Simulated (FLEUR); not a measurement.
# 1 ML Fe on Ta(001), 1 substrate layers: which magnetic order is lowest, part 3 of 3

Does 1 ML Fe on Ta(001), 1 substrate layers prefer parallel or opposed moments?

FLEUR MaX-R8.1; LDA (VWN); all-electron FLAPW film, Dirac cores, scalar-relativistic bands.

So far, largest spin moment in the muffin-tin sphere (μB): step 2 (order 1, typed as ferro +) 2.19; step 3 (order 2, typed as antiferro q=(1/2,1/2,0) +-) 2.34; step 4 (start 3: antiferro q=(0,1/2,0) +-) 2.21.

**7. Spin–orbit coupling, moments along z**

Level of this step: LDA (VWN); all-electron FLAPW film, Dirac cores, scalar-relativistic bands with spin-orbit coupling (FLEUR).

Spin–orbit coupling ties the spins to the lattice and lets orbital moments form.

A new self-consistent run of the start antiferro q=(0,1/2,0) +-, with the moments along z. The k list default-1 (kpts.xml, not shown) is a Γ-centred 8×4×1 mesh.

The input, inp.xml:

```
<?xml version="1.0" encoding="UTF-8" standalone="no"?>
<fleurInput fleurInputVersion="0.39">
   <comment>
      TaFe
   </comment>
   <calculationSetup>
      <cutoffs Kmax="3.6" Gmax="10.8" GmaxXC="10.8" numbands="166"/>
      <scfLoop itmax="120" minDistance="0.00002" maxIterBroyd="15" imix="Anderson" alpha="0.03" precondParam="0.0" spinf="2.0" sdNocoIR="T"/>
      <coreElectrons ctail="T" frcor="F" kcrel="0" coretail_lmax="0"/>
      <xcFunctional name="vwn" relativisticCorrections="F"/>
      <magnetism jspins="2"/>
      <soc l_soc="T" theta="0.0" phi="0.0" spav="F"/>
      <expertModes spex="0" secvar="F"/>
      <geometryOptimization l_f="F" forcealpha="1.0" forcemix="BFGS" epsdisp="0.00001" epsforce="0.00001"/>
      <ldaU l_linMix="F" mixParam="0.05" spinf="1.0"/>
   </calculationSetup>
   <cell>
      <bzIntegration valenceElectrons="86.0" mode="hist" fermiSmearingEnergy="0.00293995">
         <kPointListSelection listName="default-1"/>
         <xi:include xmlns:xi="http://www.w3.org/2001/XInclude" href="kpts.xml"> </xi:include>
      </bzIntegration>
      <xi:include xmlns:xi="http://www.w3.org/2001/XInclude" href="sym.xml"> </xi:include>
      <filmLattice scale="1.0" dVac="8.14" dTilda="10.64">
         <bravaisMatrixFilm>
            <row-1>    6.2409339100589758     0.0000000000000000</row-1>
            <row-2>    0.0000000000000000    12.4818678201179516</row-2>
         </bravaisMatrixFilm>
         <vacuumEnergyParameters vacuum="1" spinUp="-.25" spinDown="-.25"/>
         <vacuumEnergyParameters vacuum="2" spinUp="-.25" spinDown="-.25"/>
      </filmLattice>
   </cell>
   <atomSpecies>
      <species name="Tantalum (Ta)" element="Ta" atomicNumber="73">
         <mtSphere radius="2.41" gridPoints="797" logIncrement="0.017"/>
         <atomicCutoffs lmax="10" lnonsphr="8"/>
         <electronConfig flipSpins="F">
            <coreConfig>(1s1/2) (2s1/2) (2p1/2) (2p3/2) (3s1/2) (3p1/2) (3p3/2) (4s1/2) (3d3/2) (3d5/2) (4p1/2) (4p3/2) (4d3/2) (4d5/2)</coreConfig>
            <valenceConfig>(5s1/2) (5p1/2) (5p3/2) (6s1/2) (4f5/2) (4f7/2) (5d3/2) (5d5/2)</valenceConfig>
            <stateOccupation state="(5d3/2)" spinUp="0.600000" spinDown="0.600000"/>
            <stateOccupation state="(5d5/2)" spinUp="0.900000" spinDown="0.900000"/>
         </electronConfig>
         <energyParameters s="6" p="6" d="5" f="5"/>
         <lo type="SCLO" l="0" n="5" eDeriv="0"/>
         <lo type="SCLO" l="1" n="5" eDeriv="0"/>
         <lo type="SCLO" l="3" n="4" eDeriv="0"/>
      </species>
      <species name="Iron (Fe) 2.800" element="Fe" atomicNumber="26">
         <mtSphere radius="2.41" gridPoints="797" logIncrement="0.015"/>
         <atomicCutoffs lmax="10" lnonsphr="8"/>
         <electronConfig flipSpins="F">
            <coreConfig>(1s1/2) (2s1/2) (2p1/2) (2p3/2)</coreConfig>
            <valenceConfig>(3s1/2) (3p1/2) (3p3/2) (4s1/2) (3d3/2) (3d5/2)</valenceConfig>
            <stateOccupation state="(3d3/2)" spinUp="1.4" spinDown="1.0"/>
            <stateOccupation state="(3d5/2)" spinUp="3.0" spinDown="0.6"/>
         </electronConfig>
         <energyParameters s="4" p="4" d="3" f="4"/>
         <lo type="SCLO" l="0" n="3" eDeriv="0"/>
         <lo type="SCLO" l="1" n="3" eDeriv="0"/>
      </species>
      <species name="Iron (Fe) -2.800" element="Fe" atomicNumber="26">
         <mtSphere radius="2.41" gridPoints="797" logIncrement="0.015"/>
         <atomicCutoffs lmax="10" lnonsphr="8"/>
         <electronConfig flipSpins="F">
            <coreConfig>(1s1/2) (2s1/2) (2p1/2) (2p3/2)</coreConfig>
            <valenceConfig>(3s1/2) (3p1/2) (3p3/2) (4s1/2) (3d3/2) (3d5/2)</valenceConfig>
            <stateOccupation state="(3d3/2)" spinUp="1.0" spinDown="1.4"/>
            <stateOccupation state="(3d5/2)" spinUp="0.6" spinDown="3.0"/>
         </electronConfig>
         <energyParameters s="4" p="4" d="3" f="4"/>
         <lo type="SCLO" l="0" n="3" eDeriv="0"/>
         <lo type="SCLO" l="1" n="3" eDeriv="0"/>
      </species>
   </atomSpecies>
   <atomGroups>
      <atomGroup species="Tantalum (Ta)">
         <filmPos label="                   1">.0000000000 .0000000000 -1.2616489630</filmPos>
         <filmPos label="                   2">.0000000000 1.000/2.000 -1.2616489630</filmPos>
         <force calculate="T" relaxXYZ="TTT"/>
      </atomGroup>
      <atomGroup species="Iron (Fe) 2.800">
         <filmPos label="                   3">1.000/2.000 1.000/4.000 1.2616489630</filmPos>
         <force calculate="T" relaxXYZ="TTT"/>
      </atomGroup>
      <atomGroup species="Iron (Fe) -2.800">
         <filmPos label="                   4">1.000/2.000 -1.000/4.000 1.2616489630</filmPos>
         <force calculate="T" relaxXYZ="TTT"/>
      </atomGroup>
   </atomGroups>
   <output dos="F" band="F" slice="F">
      <bandDOS minEnergy="-.5*Htr" maxEnergy="0.5*Htr" sigma="0.015" storeEVData="T"/>
      <plotting iplot="0" polar="F">
         <plot TwoD="T" vec1="  1.0  0.0  0.0" vec2="  0.0  1.0  0.0" vec3="  0.0  0.0  1.0" zero="  0.0  0.0 -0.5" file="plot"/>
      </plotting>
      <moessbauerParams electricFieldGradient="F" isomerShift="F" coreHyperfine="F" valenceHyperfine="F"/>
   </output>
</fleurInput>
```

The input, crystal.txt:

```
TaFe
&input film=T cartesian=F /
3.30256000000  0.00000000000  0.00000000000
0.00000000000  6.60512000000  0.00000000000
0.00000000000  0.00000000000  1.00000000000
1.8897261246
1.0 1.0 1.0

4
73 0.00000000000  0.00000000000  -1.26164896296
73 0.00000000000  0.50000000000  -1.26164896296
26 0.50000000000  0.25000000000  1.26164896296 : 2.800
26 0.50000000000  0.75000000000  1.26164896296 : -2.800

&soc 0.0000000 0.0000000 /
&kpt div1=8 div2=4 div3=1 gamma=T /
```

The run is started by

```sh
$ OMP_NUM_THREADS=1 inpgen -f crystal.txt > inpgen.log  # inp.xml is then edited as shown
$ OMP_NUM_THREADS=1 mpirun -n 2 fleur_MPI > fleur.log
```

The log of the run:

```text
[banner, memory and clock lines left out]
Welcome to FLEUR        (www.flapw.de)
      MaX-Release 8.1          (www.max-centre.eu)

 ========== k-point set info ==========
 Selected k-point list: default-1
 k-point list type: mesh
 8 x 4 x 1
 Number of k points: 18

 [... set-up left out ...]
 Iteration:     1   Distance:      26.26762694 me/bohr^3
 Iteration:     2   Distance:      12.64321602 me/bohr^3
 Iteration:     3   Distance:      10.53493117 me/bohr^3
 Iteration:     4   Distance:       8.21247853 me/bohr^3
 Iteration:     5   Distance:       5.91403240 me/bohr^3
 Iteration:     6   Distance:       5.04313551 me/bohr^3
 Iteration:     7   Distance:       5.18659148 me/bohr^3
 Iteration:     8   Distance:       3.36643342 me/bohr^3
 Iteration:     9   Distance:       2.07648009 me/bohr^3
 Iteration:    10   Distance:       1.47484528 me/bohr^3
[... 20 iterations left out ...]
 Iteration:    31   Distance:       0.00052719 me/bohr^3
 Iteration:    32   Distance:       0.00026749 me/bohr^3
 Iteration:    33   Distance:       0.00021206 me/bohr^3
 Iteration:    34   Distance:       0.00016128 me/bohr^3
 Iteration:    35   Distance:       0.00011922 me/bohr^3
 Iteration:    36   Distance:       0.00012238 me/bohr^3
 Iteration:    37   Distance:       0.00005202 me/bohr^3
 Iteration:    38   Distance:       0.00003724 me/bohr^3
 Iteration:    39   Distance:       0.00003026 me/bohr^3
 Iteration:    40   Distance:       0.00001213 me/bohr^3

 ********************************************************************
 Run finished successfully
 Stop message:
   all done
 ********************************************************************

--- out.xml (last complete iteration) ---
<iteration numberForCurrentRun="   40" overallNumber="   40">
         [... left out ...]
         <bandgap value="0.0000000000" units="eV"/>
         <sumValenceSingleParticleEnergies value="-97.8431448258" units="Htr"/>
         <FermiEnergy value="-0.1661054708" units="Htr"/>
         [... left out ...]
         <magneticMomentsInMTSpheres units="muBohr">
            <globalMagMoment atomType="1" vec="0.00000   0.00000   0.00000"/>
            <globalMagMoment atomType="2" vec="0.00000   0.00000   2.22186"/>
            <globalMagMoment atomType="3" vec="0.00000   0.00000  -2.22186"/>
         </magneticMomentsInMTSpheres>
         <orbitalMomentsInMTSpheres units="muBohr">
            <globalMagMoment atomType="1" vec="0.00000   0.00000   0.00000"/>
            <globalMagMoment atomType="2" vec="0.00000   0.00000   0.12799"/>
            <globalMagMoment atomType="3" vec="0.00000   0.00000  -0.12799"/>
         </orbitalMomentsInMTSpheres>
         [... left out ...]
         <totalEnergy value="   -33774.7534790313" units="Htr">
            <sumOfEigenvalues value="   -20683.0263627447">
               <coreElectrons value="-20585.1832179189"/>
               <valenceElectrons value="-97.8431448258"/>
            </sumOfEigenvalues>
         [... left out ...]
            <freeEnergy value="-33774.7606041591"/>
            <extrapolationTo0K value="-33774.7570415952"/>
         </totalEnergy>
         <densityConvergence units="me/bohr^3">
            <chargeDensity spin="1" distance="0.0000074230"/>
            <chargeDensity spin="2" distance="0.0000073407"/>
            <overallChargeDensity distance="0.0000084131"/>
            <spinDensity distance="0.0000121322"/>
         </densityConvergence>
      </iteration>
```

It took 14 min on 2 MPI ranks of Arm Neoverse V1, shared host; peak memory 0.79 GiB.

Spin moment in the muffin-tin sphere by atom:

| atom | spin moment in the muffin-tin sphere (μB) |
| --- | --- |
| Ta1 | 0.00 |
| Ta2 | 0.00 |
| Fe3 | 2.22 |
| Fe4 | -2.22 |

Read from the output:

```yaml
free_energy: -919058.0562 eV
program_s_band_gap_on_this_mesh_in_a_metal_only_a_level_spacing: 0 eV
magnetization: 0 μB
final_state: antiferromagnetic
orbital_moment_along_the_spin: 0.1280 μB
```

Orbital moment in the sphere, along the spin axis by atom:

| atom | orbital moment in the sphere, along the spin axis (μB) |
| --- | --- |
| Ta1 | 0.000 |
| Ta2 | 0.000 |
| Fe3 | 0.128 |
| Fe4 | -0.128 |

**8. What came out**

- lowest state found: antiferromagnetic (typed antiferro q=(0,1/2,0) +-)
- largest site spin moment: 2.21 μB
- next finished state: antiferromagnetic, 32.7 meV a seeded atom higher
- energy gained by spin polarisation: 195 meV a seeded atom
- orbital moment on the atom of largest spin, along its spin (spin–orbit run): 0.128 μB

**Reading.** The lowest state found is antiferromagnetic, reached from the start antiferro q=(0,1/2,0) +-, with moments up to 2.21 μB. The next finished state costs 33 meV a seeded atom. The orbital moment is parallel to the spin. This is the lowest of 4 finished starts, no proof of the ground state. With one substrate layer the cell is a free-standing, unrelaxed film and no surface.

[Logs and program files are shortened in this print: banners, set-up blocks, solver, clock and traceback lines can be left out without a mark of their own.]

[Logs are printed without paths, hosts, clocks, repeated set-up lines and the standing remarks that a program may print on its own settings, such as how far it seeks lower states.]

[Hosts, paths, dates, database ids (printed as entryN), source tags and the programs' standing remarks are cut or masked in the printed files.]

[Where a cell is said to come from a database of computed structures, the database is the Materials Project.]
